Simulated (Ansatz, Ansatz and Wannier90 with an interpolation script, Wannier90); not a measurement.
## Settings in Wannier-interpolated G0W0: SrLaGaO4 (I4mm)

Wanted: errors and cost of interpolated bands of SrLaGaO4 (I4mm) under coarser or faulty settings.

Program: Wannier90 4.0.3. Level of theory: maximally localised Wannier functions from the overlaps of LDA states (plane waves, PAW). Results are calculated unless marked as measured.

## (1) The starting structure

The structure is tetragonal, space group I4mm (No. 107). The conventional cell has a = 3.900 Å, b = 3.900 Å, c = 12.590 Å, α = 90.00°, β = 90.00°, γ = 90.00°. Sr has 9 O at 2.43 to 2.78 Å nearest. Nearest to La lie 9 O at 2.36 to 2.77 Å. Nearest to Ga lie 6 O at 1.95 to 2.13 Å. O has 2 Ga at 1.95 Å and 2 La at 2.60 Å and 2 Sr at 2.69 Å nearest. O has 1 Ga at 2.13 Å and 1 Sr at 2.43 Å and 4 La at 2.77 Å nearest. Nearest to O lie 1 Ga at 2.09 Å and 1 La at 2.36 Å and 4 Sr at 2.78 Å. Farther neighbours and most contacts between anions are not listed.

The cell and positions are those that the Materials Project relaxed with its own functionals (PBE, PBE+U or r2SCAN), kept fixed. Spin-orbit coupling is left out unless a step names it.

## (2) Wannier model on 6×6×6, by Wannier90

Localised functions give a small Hamiltonian that interpolates between mesh points at no cost.

w.win

```
num_iter = 1200
conv_tol = 1.0e-8
conv_window = 5
dis_num_iter = 4000
dis_conv_tol = 1.0e-8
dis_mix_ratio = 0.7
write_hr = true
use_ws_distance = false
num_print_cycles = 50
! ansatz wannier90 interface
! projections by site (counted from 0) and shell: 1 5D, 1 4F, 3 2P, 4 2P, 5 2P, 6 2P
! states of the run's bands (counted from 1): 1-48
num_bands = 48
num_wann  = 24
dis_win_min = 1.83
dis_win_max = 18.54
dis_froz_min = 1.83
dis_froz_max = 12.89
guiding_centres = true
ws_search_size = 2 2 3

begin unit_cell_cart
Ang
                -1.949933                 1.949933                 6.295103
                 1.949933                -1.949933                 6.295103
                 1.949933                 1.949933                -6.295103
end unit_cell_cart

begin atoms_frac
Sr                  0.641764                 0.641764                      0.0
La                   0.35792                  0.35792                      0.0
Ga                   0.00459                  0.00459                      0.0
O                   0.994913                 0.494913                      0.5
O                   0.494913                 0.994913                      0.5
O                   0.835076                 0.835076                      0.0
O                   0.170824                 0.170824                      0.0
end atoms_frac

mp_grid = 6 6 6

[... the mesh's points ...]
```

The run is started by

```bash
OMP_NUM_THREADS=1 mpirun -n 4 wannier90.x w > wannier90.x.log
```

Numbers of over 12 decimals in the logs are rounded to 6 here.

Log:

```text
TEM
                                    ------

                              Lattice Vectors (Ang)
                    a_1    -1.949933   1.949933   6.295103
                    a_2     1.949933  -1.949933   6.295103
                    a_3     1.949933   1.949933  -6.295103

                   Unit Cell Volume:      95.74194  (Ang^3)

                        Reciprocal-Space Vectors (Ang^-1)
                    b_1     0.000000   1.611129   0.499053
                    b_2     1.611129   0.000000   0.499053
                    b_3     1.611129   1.611129   0.000000

 *----------------------------------------------------------------------------*
 |   Site       Fractional Coordinate          Cartesian Coordinate (Ang)     |
 +----------------------------------------------------------------------------+
 | sr   1   0.64176   0.64176   0.00000   |   -0.00000   0.00000   8.07994    |
 | la   1   0.35792   0.35792   0.00000   |    0.00000  -0.00000   4.50629    |
 | ga   1   0.00459   0.00459   0.00000   |   -0.00000   0.00000   0.05779    |
 | o    1   0.99491   0.49491   0.50000   |   -0.00000   1.94993   6.23106    |
 | o    2   0.49491   0.99491   0.50000   |    1.94993  -0.00000   6.23106    |
 | o    3   0.83508   0.83508   0.00000   |    0.00000  -0.00000  10.51378    |
 | o    4   0.17082   0.17082   0.00000   |   -0.00000   0.00000   2.15071    |
 *----------------------------------------------------------------------------*
                                ------------
                                K-POINT GRID
                                ------------

             Grid size =  6 x  6 x  6      Total points =  216

 *---------------------------------- MAIN ------------------------------------*
 |  Number of Wannier Functions               :                24             |
 |  Number of Objective Wannier Functions     :                24             |
 |  Number of input Bloch states              :                48             |
 |  Output verbosity (1=low, 5=high)          :                 1             |
 |  Timing Level (1=low, 5=high)              :                 1             |
 |  Optimisation (0=memory, 3=speed)          :                 3             |
 |  Length Unit                               :               Ang             |
 |  Post-processing setup (write *.nnkp)      :                 F             |
 |  Using Gamma-only branch of algorithms     :                 F             |
 *----------------------------------------------------------------------------*
 *------------------------------- WANNIERISE ---------------------------------*
 |  Total number of iterations                :              1200             |
 |  Number of CG steps before reset           :                 5             |
 |  Trial step length for line search         :             2.000             |
[...]
750    -0.353E-07     0.0001322377       35.3596243385      38.58  <-- CONV
        O_D=      0.0286469 O_OD=      2.4575741 O_TOT=     35.3596243 <-- SPRD
 Delta: O_D= -0.1967188E-06 O_OD=  0.1614683E-06 O_TOT= -0.3525050E-07 <-- DLTA
 ------------------------------------------------------------------------------
 Cycle:    800
[...]
Sum of centres and spreads (  5.849799,  5.849799,129.681216 )    35.35962165

    800    -0.152E-07     0.0001324861       35.3596216527      40.90  <-- CONV
        O_D=      0.0286468 O_OD=      2.4575715 O_TOT=     35.3596217 <-- SPRD
 Delta: O_D= -0.6921140E-07 O_OD=  0.5403308E-07 O_TOT= -0.1517832E-07 <-- DLTA
 ------------------------------------------------------------------------------
 Cycle:    850
[...]
Sum of centres and spreads (  5.849799,  5.849799,129.681215 )    35.35961990

    850    -0.451E-07     0.0001980260       35.3596199020      43.23  <-- CONV
        O_D=      0.0286461 O_OD=      2.4575704 O_TOT=     35.3596199 <-- SPRD
 Delta: O_D= -0.3245121E-06 O_OD=  0.2794084E-06 O_TOT= -0.4510377E-07 <-- DLTA
 ------------------------------------------------------------------------------
 Cycle:    900
[...]
Sum of centres and spreads (  5.849799,  5.849799,129.681216 )    35.35961867

    900    -0.351E-07     0.0002081965       35.3596186687      45.56  <-- CONV
        O_D=      0.0286467 O_OD=      2.4575687 O_TOT=     35.3596187 <-- SPRD
 Delta: O_D= -0.5267838E-07 O_OD=  0.1761832E-07 O_TOT= -0.3506006E-07 <-- DLTA
 ------------------------------------------------------------------------------

             <<<     Delta < 1.000E-08  over  5 iterations     >>>
             <<< Wannierisation convergence criteria satisfied >>>

 Final State
[...]
WF centre and spread   23  (  0.000000, -0.000000,  2.105604 )     1.08512503
  WF centre and spread   24  ( -0.000000,  0.000000,  2.105604 )     1.08512503
  Sum of centres and spreads (  5.849799,  5.849799,129.681216 )    35.35961833

         Spreads (Ang^2)       Omega I      =    32.873403324
        ================       Omega D      =     0.028646499
                               Omega OD     =     2.457568503
    Final Spread (Ang^2)       Omega Total  =    35.359618325
 ------------------------------------------------------------------------------

 Writing checkpoint file w.chk... done

 *---------------------------------------------------------------------------*
 |                               PLOTTING                                    |
 *---------------------------------------------------------------------------*

 *===========================================================================*
 |                             TIMING INFORMATION                            |
 *===========================================================================*
 |    Tag                                                Ncalls      Time (s)|
 |---------------------------------------------------------------------------|
 |kmesh: get                                        :         1         0.063|
 |overlap: read                                     :         1         3.903|
 |dis: main                                         :         1         3.657|
 |wann: main                                        :         1        43.114|
 |plot: main                                        :         1         0.299|
 *---------------------------------------------------------------------------*
 All done: wannier90 exiting
```

Elapsed: 53 s, on 4 MPI ranks of Arm Neoverse V1, shared host.

This step gave:

```
gauge-invariant spread     : 32.87 Å²
diagonal spread            : 0.02865 Å²
off-diagonal spread        : 2.458 Å²
total spread               : 35.36 Å²
disentanglement steps      : 106
r.m.s. interpolation error : 8.42e-4 eV
r.m.s. error near the gap  : 9.53e-4 eV
```

Near the gap the model misses directly solved bands by 1.0 meV r.m.s. and by 17 meV at most in the window tested. This tests the starting bands, not the corrections carried with them.

## (3) Wannier model on 6×6×6, by the program's own minimiser

This step: maximally localised Wannier functions, LDA, plane waves, PAW.

input.yaml

```yaml
crystal:
  lattice:
    - [-1.949933, 1.949933, 6.295103]
    - [1.949933, -1.949933, 6.295103]
    - [1.949933, 1.949933, -6.295103]
  atoms:
    - { symbol: Sr, position: [0.641764, 0.641764, 0.0] }
    - { symbol: La, position: [0.35792, 0.35792, 0.0] }
    - { symbol: Ga, position: [0.00459, 0.00459, 0.0] }
    - { symbol: O, position: [0.994913, 0.494913, 0.5] }
    - { symbol: O, position: [0.494913, 0.994913, 0.5] }
    - { symbol: O, position: [0.835076, 0.835076, 0.0] }
    - { symbol: O, position: [0.170824, 0.170824, 0.0] }
kpoints:
  mp_grid: { grid: [6, 6, 6] }
hamiltonian:
  xc: lda
scf:
  occupations: { method: fixed }
  n_extra_bands: 50
output:
  wannier:
    kmesh: [6, 6, 6]
    projections:
      - { species: La, l: d, shell: 5 }
      - { species: La, l: f, shell: 4 }
      - { species: O, l: p, shell: 2 }
    minimise: true
    write_hr: true
    seedname: w
    conv_tol: 1.0e-06
    max_iter: 20000
    stability_check: false
    disentanglement:
      window: [1.83, 18.54]
      frozen_window: [1.83, 12.89]
      conv_tol: 1.0e-08
```

The run is started by

```bash
ansatz run input.yaml --threads 4 --pin off --max-ram 18432MiB --backend cpu --events-out ev --progress --plain --runs-dir out
```

Log:

```text
basis.fft_grid_basis auto: the FFT boxes are laid along the combinations [[1, 0, 1], [0, 1, 1], [0, 0, 1]] of the cell's own vectors, 3.900, 3.900 and 6.873 Å long. The dense box has 27×27×48 points. Along the cell's own vectors, as sized, it would have 48×48×48, 3.16 times as many. Of the 8 symmetry operations that the crystal satisfies within crystal.symmetry.tolerance (time reversal apart; of a slab, those that ke [...]
La: projections on atomic orbitals take those of the free atom [Kr 4d10] 4f0 5s2 5p6 5d1 6s2, of charge +0.00 (hamiltonian.pseudopotentials.projection_atoms); the dataset's partial waves leave at most 1.9e-5 of an orbital's norm unspanned inside its sphere
scf.n_extra_bands = 50 over 29 filled bands (N_el = 58.0): the run solves 79 bands
Engine: ansatz 0.2.0, aarch64-unknown-linux-gnu
Pseudopotentials: kind: paw
Pseudopotential: Sr, paw, valence charge 10, recommended cutoff 420 eV (normal), Sr.paw.azcp
Pseudopotential: La, paw, valence charge 11, recommended cutoff 420 eV (normal), La.paw.azcp
Pseudopotential: Ga, paw, valence charge 13, recommended cutoff 420 eV (normal), Ga.paw.azcp
Pseudopotential: O, paw, valence charge 6, recommended cutoff 420 eV (normal), O.paw.azcp
Functional definition: SPW92
  exchange = slater_x
  correlation = pw_c
Crystal: 7 atoms, lattice volume = 95.742 Å³
Basis set: ecut = 420 eV, 1905 PW (Γ), FFT grids on a1+a3, a2+a3, a3
Bands: 79, of which v1, the nominal top of the filled ones, is band 29 counted from 1 (28 counted from 0)
Symmetry: 8 space group operations
Space group: I4mm (ITA 107), of the structure as read, at distance tolerance 4.6e-5 Å
k-points: 30 of 216 (time reversal used)
[...]
E_nonlocal   = 940.662419
  E_hartree    = 1786.750796
  E_xc         = -669.690216
  E_vxc        = -742.430908  (∫ρ·V_xc dr)
  E_paw        = -10352.306942  (= ΣΔE_a)
  E_vpaw       = -688.945668  (= ΣTr[D̂ρ^β])
  E_aug_tail   = 0.009785  (compensation charges beyond the density's cutoff)
  E_ewald      = -4028.756517
  E_core_change = 2.733018  (= ΣΔE_core)
  E_smearing   = -0.000000  (= −TS)
  E_closure    = 0.000000  (closes the sum)
  Σ components = -15458.182834   (vs F -15458.182834, Δ=0.00e0)
--- Band table (eV; the first three rows and the last of 30) ---
  k-point 0: bands = [... 25 lower, 8.4458, 8.9039, 8.9039, 8.9812, 12.8617, 12.9234, 13.7367, 13.8477, ... 46 higher]
  k-point 1: bands = [... 25 lower, 8.1948, 8.3744, 8.9325, 9.1213, 13.1435, 13.7530, 13.8184, 13.9270, ... 46 higher]
  k-point 2: bands = [... 25 lower, 8.4835, 8.6111, 8.9953, 9.0244, 13.6060, 13.7238, 13.7688, 13.9128, ... 46 higher]
  k-point 29: bands = [... 25 lower, 8.6007, 8.6007, 8.9159, 8.9159, 12.3881, 13.2294, 13.5982, 13.8376, ... 46 higher]
Wannier search: line search 1 of at most 20000: gauge-dependent spread (as the search counts it) 3.5311820 Å², largest recent change 2.9e-1 Å² against conv_tol 1.0e-6 Å², 0 stops escaped
Wannier search: line search 100 of at most 20000: gauge-dependent spread (as the search counts it) 2.6226084 Å², largest recent change 2.0e-3 Å² against conv_tol 1.0e-6 Å², 0 stops escaped
Wannier search: line search 200 of at most 20000: gauge-dependent spread (as the search counts it) 2.5080564 Å², largest recent change 5.2e-4 Å² against conv_tol 1.0e-6 Å², 0 stops escaped
Wannier search: line search 300 of at most 20000: gauge-dependent spread (as the search counts it) 2.4881473 Å², largest recent change 5.8e-5 Å² against conv_tol 1.0e-6 Å², 0 stops escaped
Wannier search: line search 400 of at most 20000: gauge-dependent spread (as the search counts it) 2.4868148 Å², largest recent change 4.7e-6 Å² against conv_tol 1.0e-6 Å², 0 stops escaped
[key lines of the parts left out:]
SCF converged after 9 iterations
Free energy (F): -15458.182834 eV
Fermi energy:    9.133505 eV
```

The job ended after 28 s (4 threads; peak memory 0.94 GiB; 98 s of CPU time).

Reading the cycles: dr2 is the Hartree energy of the density residual (eV), the measure of convergence; HF is the Harris–Foulkes estimate of the energy, which meets the free energy F at convergence.

This step gave:

```yaml
gauge_invariant_spread: 32.87 Å²
diagonal_spread: 0.02870 Å²
off_diagonal_spread: 2.458 Å²
total_spread: 35.36 Å²
least_projectability: 0.5012
localisation_steps: 441
disentanglement_steps: 162
r_m_s_interpolation_error: 8.42e-4 eV
r_m_s_error_near_the_gap: 9.52e-4 eV
```

Near the gap the model misses directly solved bands by 1.0 meV r.m.s. and by 17 meV at most in the window tested. This tests the starting bands, not the corrections carried with them.

Frozen up to 3.73 eV; above it the model need not follow the bands. The electronic bands at the labelled points (eV, zero at the valence-band top; v1 is the highest filled band, c1 the lowest empty one):

```tsv
point	v4	v3	v2	v1	c1	c2	c3	c4
Γ	-0.71	-0.25	-0.25	-0.18	3.70	4.67	4.69	4.91
halfway	-0.83	-0.81	-0.17	-0.08	4.29	4.62	4.69	4.74
X	-0.28	-0.15	-0.13	-0.12	4.50	4.54	4.66	4.76
halfway	-0.34	-0.18	-0.15	-0.13	4.52	4.54	4.70	4.76
P	-0.32	-0.32	-0.15	-0.13	4.54	4.54	4.75	4.75
halfway	-0.70	-0.51	-0.36	-0.31	4.51	4.60	4.68	4.70
N	-0.93	-0.61	-0.33	-0.25	4.47	4.66	4.69	4.76
halfway	-0.95	-0.74	-0.62	-0.03	4.07	4.67	4.69	4.80
Γ	-0.71	-0.25	-0.25	-0.18	3.70	4.67	4.69	4.91
halfway	-0.60	-0.56	-0.26	-0.26	3.45	4.65	4.69	4.90
M	-0.56	-0.56	-0.24	-0.24	3.23	4.62	4.69	4.89
halfway	-0.89	-0.50	-0.39	-0.21	3.87	4.65	4.69	4.78
S	-0.86	-0.70	-0.39	-0.10	4.45	4.66	4.70	4.75
jump to S0	-0.86	-0.70	-0.39	-0.10	4.45	4.66	4.70	4.75
halfway	-1.02	-0.78	-0.68	0.00	4.14	4.67	4.68	4.80
Γ	-0.71	-0.25	-0.25	-0.18	3.70	4.67	4.69	4.91
jump to X	-0.28	-0.15	-0.13	-0.12	4.50	4.54	4.66	4.76
halfway	-0.28	-0.18	-0.14	-0.11	4.50	4.55	4.66	4.76
R	-0.28	-0.27	-0.15	-0.10	4.50	4.55	4.67	4.75
jump to G	-0.28	-0.27	-0.15	-0.10	4.50	4.55	4.67	4.75
halfway	-0.66	-0.35	-0.32	-0.17	4.23	4.66	4.70	4.73
M	-0.56	-0.56	-0.24	-0.24	3.23	4.62	4.69	4.89
```

The same for Kohn-Sham, solved directly:

```tsv
point	v4	v3	v2	v1	c1	c2	c3	c4
Γ	-0.71	-0.25	-0.25	-0.18	3.70	3.77	4.58	4.69
X	-0.28	-0.15	-0.13	-0.12	4.50	4.54	4.66	4.75
P	-0.33	-0.33	-0.15	-0.13	4.53	4.53	4.72	4.72
N	-0.93	-0.61	-0.33	-0.25	4.45	4.60	4.69	4.75
Γ	-0.71	-0.25	-0.25	-0.18	3.70	3.77	4.58	4.69
M	-0.56	-0.56	-0.24	-0.24	3.23	4.07	4.44	4.68
S	-0.86	-0.70	-0.39	-0.10	4.43	4.59	4.69	4.75
S0	-0.86	-0.70	-0.39	-0.10	4.43	4.59	4.69	4.75
Γ	-0.71	-0.25	-0.25	-0.18	3.70	3.77	4.58	4.69
X	-0.28	-0.15	-0.13	-0.12	4.50	4.54	4.66	4.75
R	-0.28	-0.27	-0.15	-0.10	4.50	4.55	4.67	4.73
G	-0.28	-0.27	-0.15	-0.10	4.50	4.55	4.67	4.73
M	-0.56	-0.56	-0.24	-0.24	3.23	4.07	4.44	4.68
```

## (4) G0W0: 6×6×6 mesh, 285 empty bands, screening to 120 eV

Now the one-shot GW correction: screening in the RPA, then the self-energy of the levels asked for.

This step: G0W0 on LDA, plane waves, PAW.

input.yaml, the sections that differ from step 3:

```yaml
scf:
  occupations: { method: fixed }
gw:
  n_empty_bands: 285
  ecut_chi: 120.0
  qp_bands: [v12, c2]
  screening: { model: contour_deformation }
# crystal, kpoints, hamiltonian: as in step 3
# output: removed
```

Log:

```text
[...]
Crystal: 7 atoms, lattice volume = 95.742 Å³
Basis set: ecut = 420 eV, 1905 PW (Γ)
Bands: 36, of which v1, the nominal top of the filled ones, is band 29 counted from 1 (28 counted from 0)
Symmetry: 8 space group operations
[...]
k-points: 30 of 216 (time reversal used)
[...]
28    31     13.6955   -16.3454    -8.0228   -27.5755  0.7464    17.2530    16.9027  root ?
[...]
29    28      8.9160   -25.4807     4.4052   -20.6205  0.7511     8.4582     8.4609  root
    29    29      8.9160   -25.4807     4.4052   -20.6205  0.7511     8.4582     8.4609  root
    29    30     12.3881    -8.0006    -4.8453   -14.2646  0.8143    13.8308    13.8068  root
    29    31     13.2294   -12.8545    -3.9810   -18.1773  0.8108    14.5856    14.5711  root
[key lines of the parts left out:]
SCF converged after 9 iterations
Free energy (F): -15458.182836 eV
Fermi energy:    9.133533 eV
```

Wall time 65 min (4 threads); peak memory 1.6 GiB.

The G0W0 gap on the mesh is 5.146 eV.

[end of part 1 of 2]

[Paths, hosts, dates, memory and timing lines, banners, echoed tables and standing remarks are left out of the program output.]

[Logs are printed without paths, hosts, clocks, repeated set-up lines and the standing remarks that a program may print on its own settings, such as how far it seeks lower states.]

[Runs of the session that timed out or met a known fault of the program may be left out.]

[Hosts, paths, dates, database ids (printed as entryN), source tags and the programs' standing remarks are cut or masked in the printed files.]
